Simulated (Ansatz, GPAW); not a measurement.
## How Cu3SeI (model structure) absorbs and reflects light

Wanted: where Cu3SeI (model structure) starts to absorb, how strongly, and its refractive index. The structure is a model built here, which may or may not match a known phase. It was built so: All Ag replaced by Cu and S replaced by Se in the R3 structure of Ag3SI. The cell is first relaxed with Ansatz.

Main program and level: GPAW 26.7.0; DFT, PBE, plane-wave PAW (GPAW data sets), scalar-relativistic, RPA, optical limit.

### Step 1. Starting point

The structure is trigonal, space group R3 (No. 146). Conventional cell: a = 6.664 Å, b = 6.664 Å, c = 8.162 Å, α = 90.00°, β = 90.00°, γ = 120.00°. I has 6 Cu at 2.93 to 3.06 Å nearest. Se has 6 Cu at 2.44 to 2.46 Å nearest. Nearest to Cu lie 2 Se at 2.44 to 2.46 Å and 4 Cu at 2.92 to 3.01 Å and 2 I at 2.93 to 3.06 Å. All Ag replaced by Cu and S replaced by Se in the R3 structure of Ag3SI. Farther neighbours and most contacts between anions are not listed.

### Step 2. Relaxation

Spectra hang on bond lengths, so the cell is first brought to its minimum.

This step: DFT, PBE, plane-wave PAW, default files, scalar-relativistic, relaxation (Ansatz 0.2.0).

input.yaml

```yaml
crystal:
  lattice:
    - [3.3322015189, 1.9238474423, 2.7207311512]
    - [-3.3322015189, 1.9238474423, 2.7207311512]
    - [0.0, -3.8476948896, 2.7207311476]
  atoms:
    - { symbol: I, position: [0.5, 0.5, 0.5] }
    - { symbol: Se, position: [0.0319, 0.0319, 0.0319] }
    - { symbol: Cu, position: [0.8895, 0.0175, 0.53] }
    - { symbol: Cu, position: [0.0175, 0.53, 0.8895] }
    - { symbol: Cu, position: [0.53, 0.8895, 0.0175] }
kpoints:
  mp_grid: { grid: [5, 5, 5] }
scf:
  occupations: { method: fermi_dirac, width: 0.05 }
hamiltonian:
  xc: pbe
output:
  forces: true
  stress: true
relax:
  f_tol: 0.02
  max_steps: 50
  cell: {}
```

Command:

```
$ ansatz run input.yaml --threads 1 --pin off --max-ram 4096MiB --backend cpu --events-out ev --progress --plain --runs-dir out
```

Numbers of over 12 decimals in the logs are rounded to 6 here.

The log of the run:

```text
Engine: ansatz 0.2.0, x86_64-unknown-linux-gnu
Pseudopotentials: kind: paw
Pseudopotential: I, paw, valence charge 17, recommended cutoff 420 eV (normal), I.paw.azcp
Pseudopotential: Se, paw, valence charge 16, recommended cutoff 420 eV (normal), Se.paw.azcp
Pseudopotential: Cu, paw, valence charge 19, recommended cutoff 420 eV (normal), Cu.paw.azcp
Functional definition: PBE
  parameter kappa = 0.804
  parameter beta = 0.066725
  exchange = pbe_x(kappa = kappa, mu = beta*pi^2/3)
  correlation = pbe_c(beta = beta)
Crystal: 5 atoms, lattice volume = 104.650 Å³
Basis set: ecut = 420 eV, 2103 PW (Γ), exchange–correlation on 64×64×64 points (8 copies of the dense FFT grid, shifted against one another)
Bands: 54, of which v1, the nominal top of the filled ones, is band 45 counted from 1 (44 counted from 0)
Symmetry: 3 space group operations
Space group: R3 (ITA 146), of the structure as read, at distance tolerance 4.7e-5 Å
k-points: 23 of 125 (time reversal used)
Non-local potential: I, projectors of the file, l = 0: 2, l = 1: 2, l = 2: 2, l = 3: 2
Non-local potential: Se, projectors of the file, l = 0: 2, l = 1: 2, l = 2: 3, l = 3: 1
Non-local potential: Cu, projectors of the file, l = 0: 3, l = 1: 2, l = 2: 3, l = 3: 1
PAW form: soft (Blöchl's): semilocal exchange-correlation on the pseudo side does not see the compensation charge
PAW one-centre angular grid: I, 590 points (default); XC on 64 Gauss nodes
PAW one-centre angular grid: Se, 590 points (default); XC on 64 Gauss nodes
PAW one-centre angular grid: Cu, 590 points (default); XC on 64 Gauss nodes
Initial density: superposition of atomic densities (neutral atoms: chi_scale 0, normalization atom), corrected by the library's trained network
Initial wavefunctions: pseudopotential atomic-orbital guess
Functional: x = pbe(κ = 0.804, μ = 0.219515), c = pbe(β = 0.066725)
SCF iter   1: F=—  HF=-32857.237788 eV  |F-HF|=—  |Δ(HF+E_count)|=         —  Δρ=1.80e-3  dr2=2.91e-3  ethr=1.77e-3  ⟨swp⟩=6.6  Hψ=4672  notcnv=0  defer=7
preconditioner: auto → Resta (q_TF=auto, 2.661 Å⁻¹)  ε∞=9.6  [insulator: Δε(μ)=0.686 eV  Ē_g=8.403 eV  σ=0.050 eV  W_gap=0.99  n_scr=26 (ndim 8)  ℏωp=24.6 eV  f_vac=0.055  D(μ)=0.00/eV (n_scr^D=0)  ε∞_Penn≈9.6]
SCF iter   2: F=—  HF=-32857.237190 eV  |F-HF|=—  |Δ(HF+E_count)|=   5.98e-4  Δρ=1.22e-3  dr2=1.16e-3  ethr=3.23e-6  ⟨swp⟩=2.4  Hψ=2506  notcnv=0  defer=26
SCF iter   3: F=—  HF=-32857.237204 eV  |F-HF|=—  |Δ(HF+E_count)|=   1.45e-5  Δρ=1.06e-3  dr2=7.44e-4  ethr=1.29e-6  ⟨swp⟩=2.0  Hψ=2080  notcnv=0  defer=26
SCF iter   4: F=—  HF=-32857.237038 eV  |F-HF|=—  |Δ(HF+E_count)|=   1.66e-4  Δρ=1.96e-4  dr2=4.66e-5  ethr=8.26e-7  ⟨swp⟩=2.0  Hψ=1649  notcnv=0  defer=26
SCF iter   5: F=—  HF=-32857.236995 eV  |F-HF|=—  |Δ(HF+E_count)|=   4.27e-5  Δρ=7.20e-5  dr2=7.14e-6  ethr=5.18e-8  ⟨swp⟩=2.0  Hψ=1591  notcnv=0  defer=26
SCF iter   6: F=—  HF=-32857.236995 eV  |F-HF|=—  |Δ(HF+E_count)|=   1.37e-7  Δρ=2.43e-5  dr2=5.17e-7  ethr=7.93e-9  ⟨swp⟩=2.0  Hψ=1942  notcnv=0  defer=26
SCF iter   7: F=—  HF=-32857.236996 eV  |F-HF|=—  |Δ(HF+E_count)|=   1.91e-7  Δρ=1.55e-5  dr2=1.54e-7  ethr=1.11e-10  ⟨swp⟩=5.0  Hψ=4577  notcnv=0
SCF iter   8: F=-32857.236996 eV  HF=-32857.236996 eV  |F-HF|=1.82e-9  |Δ(HF+E_count)|=   4.13e-9  Δρ=2.28e-6  dr2=6.54e-9  ethr=1.11e-10  ⟨swp⟩=5.0  Hψ=4270  notcnv=0
SCF 1 converged in 8 iterations: F = -32857.236996 eV  dr2 = 6.54e-9
  greatest PAW one-centre occupation: 1.000 electrons in one spin orbital (limit 2), on the Cu atom at site 4 (counted from 0), in its partial waves of l = 0
relax step   1: F+E_penalty+E_count = -32857.23699569 eV  Δ(F+E_penalty+E_count) = +0.000e0 eV  max|allowed force component| = 3.830e-1 eV/Å  Δτ_max = 0.0000 Å  P = -2.221 GPa  Ω = 104.650 Å³  (8 SCF iters, dr2 threshold 1.00e-7 eV, accepted)
Crystal: 5 atoms, lattice volume = 99.742 Å³
Basis set: ecut = 420 eV, 1935 PW (Γ), exchange–correlation on 64×64×64 points (8 copies of the dense FFT grid, shifted against one another)
Initial density: handed on by an earlier stage of this run
Initial wavefunctions: those handed on with the density
iter 1 solved again at ethr=7.07e-5 eV; its pass at ethr=3.10e-3 eV (dr2=6.36e-2 eV) is discarded
SCF iter   1: F=—  HF=-32857.443249 eV  |F-HF|=—  |Δ(HF+E_count)|=         —  Δρ=7.93e-3  dr2=6.56e-2  ethr=7.07e-5  ⟨swp⟩=2.0  Hψ=5857  notcnv=0
preconditioner: auto → Resta (q_TF=auto, 2.682 Å⁻¹)  ε∞=9.5  [insulator: Δε(μ)=0.680 eV  Ē_g=8.660 eV  σ=0.050 eV  W_gap=0.99  n_scr=26 (ndim 8)  ℏωp=25.2 eV  f_vac=0.049  D(μ)=0.00/eV (n_scr^D=0)  ε∞_Penn≈9.5]
SCF iter   2: F=—  HF=-32857.431527 eV  |F-HF|=—  |Δ(HF+E_count)|=   1.17e-2  Δρ=3.75e-3  dr2=2.35e-2  ethr=7.07e-5  ⟨swp⟩=2.0  Hψ=1827  notcnv=0
SCF iter   3: F=—  HF=-32857.429572 eV  |F-HF|=—  |Δ(HF+E_count)|=   1.95e-3  Δρ=5.42e-3  dr2=1.67e-2  ethr=2.61e-5  ⟨swp⟩=2.0  Hψ=1898  notcnv=0
SCF iter   4: F=—  HF=-32857.425299 eV  |F-HF|=—  |Δ(HF+E_count)|=   4.27e-3  Δρ=6.56e-4  dr2=5.02e-4  ethr=1.85e-5  ⟨swp⟩=2.0  Hψ=1892  notcnv=0  defer=3
SCF iter   5: F=—  HF=-32857.425321 eV  |F-HF|=—  |Δ(HF+E_count)|=   2.19e-5  Δρ=1.82e-4  dr2=5.26e-5  ethr=5.58e-7  ⟨swp⟩=2.1  Hψ=1640  notcnv=0  defer=3
SCF iter   6: F=—  HF=-32857.425320 eV  |F-HF|=—  |Δ(HF+E_count)|=   1.16e-6  Δρ=5.81e-5  dr2=4.82e-6  ethr=5.84e-8  ⟨swp⟩=2.0  Hψ=1913  notcnv=0  defer=3
SCF iter   7: F=—  HF=-32857.425323 eV  |F-HF|=—  |Δ(HF+E_count)|=   3.54e-6  Δρ=4.58e-5  dr2=1.52e-6  ethr=5.36e-9  ⟨swp⟩=2.0  Hψ=1940  notcnv=0  defer=3
SCF iter   8: F=-32857.425323 eV  HF=-32857.425323 eV  |F-HF|=1.61e-7  |Δ(HF+E_count)|=   9.03e-8  Δρ=1.55e-5  dr2=1.89e-7  ethr=5.56e-10  ⟨swp⟩=5.0  Hψ=4289  notcnv=0
SCF 2 converged in 8 iterations: F = -32857.425323 eV  dr2 = 1.89e-7
relax step   2: F+E_penalty+E_count = -32857.42532312 eV  Δ(F+E_penalty+E_count) = -1.883e-1 eV  max|allowed force component| = 3.452e-1 eV/Å  Δτ_max = 0.1056 Å  P = -0.552 GPa  Ω = 99.742 Å³  energy of the carried Pulay correction = +1.808e-3 eV  (8 SCF iters, dr2 threshold 5.00e-7 eV, accepted)
Crystal: 5 atoms, lattice volume = 94.755 Å³
Basis set: ecut = 420 eV, 1869 PW (Γ), exchange–correlation on 64×64×64 points (8 copies of the dense FFT grid, shifted against one another)
iter 1 solved again at ethr=2.28e-4 eV; its pass at ethr=3.10e-3 eV (dr2=2.05e-1 eV) is discarded
SCF iter   1: F=—  HF=-32857.582425 eV  |F-HF|=—  |Δ(HF+E_count)|=         —  Δρ=1.40e-2  dr2=2.12e-1  ethr=2.28e-4  ⟨swp⟩=2.1  Hψ=5887  notcnv=0
preconditioner: auto → Resta (q_TF=auto, 2.705 Å⁻¹)  ε∞=9.3  [insulator: Δε(μ)=0.602 eV  Ē_g=8.974 eV  σ=0.050 eV  W_gap=0.99  n_scr=26 (ndim 8)  ℏωp=25.9 eV  f_vac=0.045  D(μ)=0.00/eV (n_scr^D=0)  ε∞_Penn≈9.3]
SCF iter   2: F=—  HF=-32857.543475 eV  |F-HF|=—  |Δ(HF+E_count)|=   3.89e-2  Δρ=6.73e-3  dr2=7.50e-2  ethr=2.28e-4  ⟨swp⟩=2.2  Hψ=1826  notcnv=0
SCF iter   3: F=—  HF=-32857.542860 eV  |F-HF|=—  |Δ(HF+E_count)|=   6.15e-4  Δρ=1.16e-2  dr2=6.93e-2  ethr=8.33e-5  ⟨swp⟩=3.4  Hψ=2176  notcnv=0
SCF iter   4: F=—  HF=-32857.524033 eV  |F-HF|=—  |Δ(HF+E_count)|=   1.88e-2  Δρ=1.16e-3  dr2=1.40e-3  ethr=7.70e-5  ⟨swp⟩=2.0  Hψ=1994  notcnv=0  defer=67
SCF iter   5: F=—  HF=-32857.524058 eV  |F-HF|=—  |Δ(HF+E_count)|=   2.59e-5  Δρ=3.32e-4  dr2=1.53e-4  ethr=1.55e-6  ⟨swp⟩=2.7  Hψ=1959  notcnv=0  defer=67
SCF iter   6: F=—  HF=-32857.524023 eV  |F-HF|=—  |Δ(HF+E_count)|=   3.53e-5  Δρ=1.32e-4  dr2=2.29e-5  ethr=1.69e-7  ⟨swp⟩=2.0  Hψ=1919  notcnv=0  defer=67
SCF iter   7: F=—  HF=-32857.524034 eV  |F-HF|=—  |Δ(HF+E_count)|=   1.13e-5  Δρ=8.18e-5  dr2=5.27e-6  ethr=2.54e-8  ⟨swp⟩=2.0  Hψ=1934  notcnv=0  defer=67
SCF iter   8: F=-32857.524036 eV  HF=-32857.524036 eV  |F-HF|=5.96e-8  |Δ(HF+E_count)|=   1.81e-6  Δρ=1.53e-5  dr2=2.31e-7  ethr=5.56e-10  ⟨swp⟩=3.2  Hψ=5279  notcnv=0
SCF 3 converged in 8 iterations: F = -32857.524036 eV  dr2 = 2.31e-7
relax step   3: F+E_penalty+E_count = -32857.52403632 eV  Δ(F+E_penalty+E_count) = -9.871e-2 eV  max|allowed force component| = 1.265e-1 eV/Å  Δτ_max = 0.1950 Å  P = +1.475 GPa  Ω = 94.755 Å³  energy of the carried Pulay correction = +3.736e-3 eV  (8 SCF iters, dr2 threshold 5.00e-7 eV, accepted)
[...]
relax step   4: F+E_penalty+E_count = -32857.53769729 eV  Δ(F+E_penalty+E_count) = -1.366e-2 eV  max|allowed force component| = 5.199e-2 eV/Å  Δτ_max = 0.0500 Å  P = -0.665 GPa  Ω = 98.129 Å³  energy of the carried Pulay correction = +2.421e-3 eV  (8 SCF iters, dr2 threshold 5.00e-7 eV, accepted)
[...]
relax step   5: F+E_penalty+E_count = -32857.53961131 eV  Δ(F+E_penalty+E_count) = -1.914e-3 eV  max|allowed force component| = 7.860e-2 eV/Å  Δτ_max = 0.0122 Å  P = -0.186 GPa  Ω = 97.768 Å³  energy of the carried Pulay correction = +2.560e-3 eV  (6 SCF iters, dr2 threshold 5.00e-7 eV, accepted)
[...]
relax step   6: F+E_penalty+E_count = -32857.54213567 eV  Δ(F+E_penalty+E_count) = -2.524e-3 eV  max|allowed force component| = 4.449e-2 eV/Å  Δτ_max = 0.0257 Å  P = -0.050 GPa  Ω = 97.108 Å³  energy of the carried Pulay correction = +2.814e-3 eV  (6 SCF iters, dr2 threshold 4.65e-7 eV, accepted)
[...]
relax step   7: F+E_penalty+E_count = -32857.54249422 eV  Δ(F+E_penalty+E_count) = -3.585e-4 eV  max|allowed force component| = 1.832e-2 eV/Å  Δτ_max = 0.0133 Å  P = +0.016 GPa  Ω = 97.071 Å³  energy of the carried Pulay correction = +2.829e-3 eV  (5 SCF iters, dr2 threshold 1.24e-7 eV, accepted)
[...]
relax step   8: F+E_penalty+E_count = -32857.54251538 eV  Δ(F+E_penalty+E_count) = -2.116e-5 eV  max|allowed force component| = 1.237e-2 eV/Å  Δτ_max = 0.0031 Å  P = -0.016 GPa  Ω = 97.089 Å³  energy of the carried Pulay correction = +2.822e-3 eV  (6 SCF iters, dr2 threshold 1.23e-8 eV, accepted)
Initial wavefunctions: pseudopotential atomic-orbital guess (no wavefunctions were taken with the density)
iter 1 solved again at ethr=1.41e-7 eV; its pass at ethr=3.10e-3 eV (dr2=1.27e-4 eV) is discarded
SCF iter   1: F=—  HF=-32857.539061 eV  |F-HF|=—  |Δ(HF+E_count)|=         —  Δρ=1.52e-4  dr2=3.80e-6  ethr=1.41e-7  ⟨swp⟩=3.1  Hψ=7781  notcnv=0
SCF iter   2: F=—  HF=-32857.539063 eV  |F-HF|=—  |Δ(HF+E_count)|=   2.39e-6  Δρ=2.61e-4  dr2=4.08e-5  ethr=4.23e-9  ⟨swp⟩=2.0  Hψ=2278  notcnv=0
SCF iter   3: F=—  HF=-32857.539062 eV  |F-HF|=—  |Δ(HF+E_count)|=   9.19e-7  Δρ=9.10e-5  dr2=2.03e-6  ethr=4.23e-9  ⟨swp⟩=2.0  Hψ=2278  notcnv=0
SCF iter   4: F=—  HF=-32857.539059 eV  |F-HF|=—  |Δ(HF+E_count)|=   2.94e-6  Δρ=1.35e-5  dr2=4.48e-8  ethr=2.26e-9  ⟨swp⟩=2.0  Hψ=2277  notcnv=0
SCF iter   5: F=—  HF=-32857.539059 eV  |F-HF|=—  |Δ(HF+E_count)|=   3.06e-7  Δρ=8.78e-6  dr2=1.96e-8  ethr=4.98e-11  ⟨swp⟩=2.0  Hψ=2278  notcnv=0
SCF iter   6: F=—  HF=-32857.539059 eV  |F-HF|=—  |Δ(HF+E_count)|=   2.71e-8  Δρ=2.38e-6  dr2=1.05e-9  ethr=2.18e-11  ⟨swp⟩=2.0  Hψ=2001  notcnv=0
SCF iter   7: F=—  HF=-32857.539059 eV  |F-HF|=—  |Δ(HF+E_count)|=   2.15e-9  Δρ=3.09e-7  dr2=6.71e-11  ethr=1.16e-12  ⟨swp⟩=2.0  Hψ=2001  notcnv=0
SCF iter   8: F=-32857.539059 eV  HF=-32857.539059 eV  |F-HF|=7.28e-12  |Δ(HF+E_count)|=  2.18e-11  Δρ=1.16e-7  dr2=1.49e-11  ethr=1.00e-12  ⟨swp⟩=4.5  Hψ=4187  notcnv=0
SCF 9 converged in 8 iterations: F = -32857.539059 eV  dr2 = 1.49e-11
  greatest PAW one-centre occupation: 1.000 electrons in one spin orbital (limit 2), on the Cu atom at site 3 (counted from 0), in its partial waves of l = 0
relax step   9: F+E_penalty+E_count = -32857.53905938 eV  Δ(F+E_penalty+E_count) = +3.456e-3 eV  max|allowed force component| = 1.209e-2 eV/Å  Δτ_max = 0.0000 Å  P = +0.002 GPa  Ω = 97.089 Å³  stress off target by 3.46e-2 GPa  SCF on the basis re-selected at this cell (its energy is not comparable with the rows above)  (8 SCF iters)
basis re-selected at this cell: Δ(F+E_penalty+E_count) = +3.456e-3 eV, ΔP = +0.017 GPa vs the last step (what re-selecting the basis moved, of the pressure what is left beyond the Pulay correction that the steps carried, after the strain that the cell walked since its last selection, with what the two solves' SCF thresholds leave and, on support functions, any second-order correction that the steps lacked; it is no m [...]
SCF converged after 8 iterations
Free energy (F): -32857.539059 eV
Harris-Foulkes:  -32857.539059 eV  (|F-HF|=7.28e-12)
Internal energy: -32857.538985 eV  (E = F + TS)
E sigma→0 (E₀):  -32857.539022 eV
Entropy (-TS):   -0.000075 eV (-0.015 meV/atom)
Fermi energy:    11.491714 eV
--- Per-component energies (eV) ---
  E_band       = -2006.170379
  E_kinetic    = 1208.364026
  E_local      = -19302.996448  (includes V_loc(G=0)·N_el)
  E_nonlocal   = 515.655507
  E_hartree    = 8873.014815
  E_xc         = -496.249811
  E_vxc        = -567.345155  (∫ρ·V_xc dr)
  E_paw        = -11744.832960  (= ΣΔE_a)
  E_vpaw       = -1605.878211  (= ΣTr[D̂ρ^β])
  E_aug_tail   = 0.000206  (compensation charges beyond the density's cutoff)
  E_ewald      = -11910.494320
  E_smearing   = -0.000075  (= −TS)
  E_closure    = 0.000000  (closes the sum)
  Σ components = -32857.539059   (vs F -32857.539059, Δ=0.00e0)
--- Forces (eV/Å), atoms counted from 1 ---
  atom   1  I      0.00000000    -0.00000000     0.00104141
  atom   2  Se     0.00000000     0.00000000    -0.01209254
  atom   3  Cu     0.00154083    -0.00363286     0.00368411
  atom   4  Cu    -0.00391657     0.00048203     0.00368411
  atom   5  Cu     0.00237574     0.00315083     0.00368411
  max |Σ_I F_I| component: 1.18e-6 eV/Å
--- Stress (GPa, compression-positive) ---
        0.019993      -0.000000       0.000000
        0.000000       0.019993       0.000000
       -0.000000       0.000000      -0.034645
  P = ⅓ Tr σ = 0.0018 GPa (0.018 kbar)
--- Relaxed structure (8 steps of the walk, 8 accepted, 1 SCFs on fresh bases) ---
  F+E_penalty+E_count = -32857.53905938 eV   max|allowed force component| = 1.209e-2 eV/Å   (the final SCF, on the basis selected at the relaxed cell)
  cell:  # Å, volume = 97.0890 Å³
    - [3.222843, 1.860709, 2.698367]
    - [-3.222843, 1.860709, 2.698367]
    - [-4.651845752676424e-18, -3.721419, 2.698367]
  atoms:
    - { symbol: I, position: [0.501749, 0.501749, 0.501749] }
    - { symbol: Se, position: [0.055037, 0.055037, 0.055037] }
    - { symbol: Cu, position: [0.842146, 0.016183, 0.553785] }
    - { symbol: Cu, position: [0.016183, 0.553785, 0.842146] }
    - { symbol: Cu, position: [0.553785, 0.842146, 0.016183] }
```

Wall time 61 s (1 thread of Intel Xeon 6975P-C (Granite Rapids), shared host); peak memory 0.45 GiB.

Step by step:

| step | energy less that of the first step (eV) | largest force component (eV/Å) | pressure (GPa) | volume (Å³) |
| --- | --- | --- | --- | --- |
| 1 | 0.0000 | 0.3830 | -2.22 | 104.65 |
| 2 | -0.1883 | 0.3452 | -0.55 | 99.74 |
| 3 | -0.2870 | 0.1265 | 1.47 | 94.75 |
| 4 | -0.3007 | 0.0520 | -0.67 | 98.13 |
| 5 | -0.3026 | 0.0786 | -0.19 | 97.77 |
| 6 | -0.3051 | 0.0445 | -0.05 | 97.11 |
| 7 | -0.3055 | 0.0183 | 0.02 | 97.07 |
| 8 | -0.3055 | 0.0124 | -0.02 | 97.09 |
| 9* | -0.3021 | 0.0121 | 0.00 | 97.09 |

Relaxation steps marked * repeat the geometry before them on a plane-wave basis chosen anew for their cell, so energy and pressure can jump there.

Forces are held to the 3 operations that the run works with; a distortion that breaks them can't arise in this run.

| conventional cell, symmetrised | before | after | change |
| --- | --- | --- | --- |
| a (Å) | 6.664 | 6.446 | -3.3 % |
| b (Å) | 6.664 | 6.446 | -3.3 % |
| c (Å) | 8.162 | 8.095 | -0.8 % |
| volume (Å³/atom) | 20.93 | 19.42 | -7.2 % |

The atoms that moved most (Å, as changes of fractional coordinates times the final cell):

| atom | dx | dy | dz | length |
| --- | --- | --- | --- | --- |
| Cu3 | -0.148 | -0.179 | -0.067 | 0.242 |
| Cu5 | 0.229 | -0.039 | -0.067 | 0.242 |
| Cu4 | -0.081 | 0.218 | -0.067 | 0.242 |
| Se2 | 0.000 | 0.000 | 0.187 | 0.187 |
| I1 | 0.000 | 0.000 | 0.014 | 0.014 |

Final coordinates:

```xyz
5
Lattice="3.2228 1.8607 2.6984 -3.2228 1.8607 2.6984 0.0000 -3.7214 2.6984" Properties=species:S:1:pos:R:3 pbc="T T T"
I     0.0000    0.0000    4.0617
Se    0.0000    0.0000    0.4455
Cu    2.6620   -0.4638    3.8104
Cu   -1.7326   -2.0734    3.8104
Cu   -0.9293    2.5372    3.8104
```

The relaxation ends with a largest force component of 0.012 eV/Å and a pressure of 0.00 GPa.

(Continued in part 2 of 3.)

[Machine, clock and banner lines and Python warnings are left out of the logs.]

[Logs are printed without paths, hosts, clocks, repeated set-up lines and the standing remarks that a program may print on its own settings, such as how far it seeks lower states.]

[Hosts, paths, dates, database ids (printed as entryN), source tags and the programs' standing remarks are cut or masked in the printed files.]
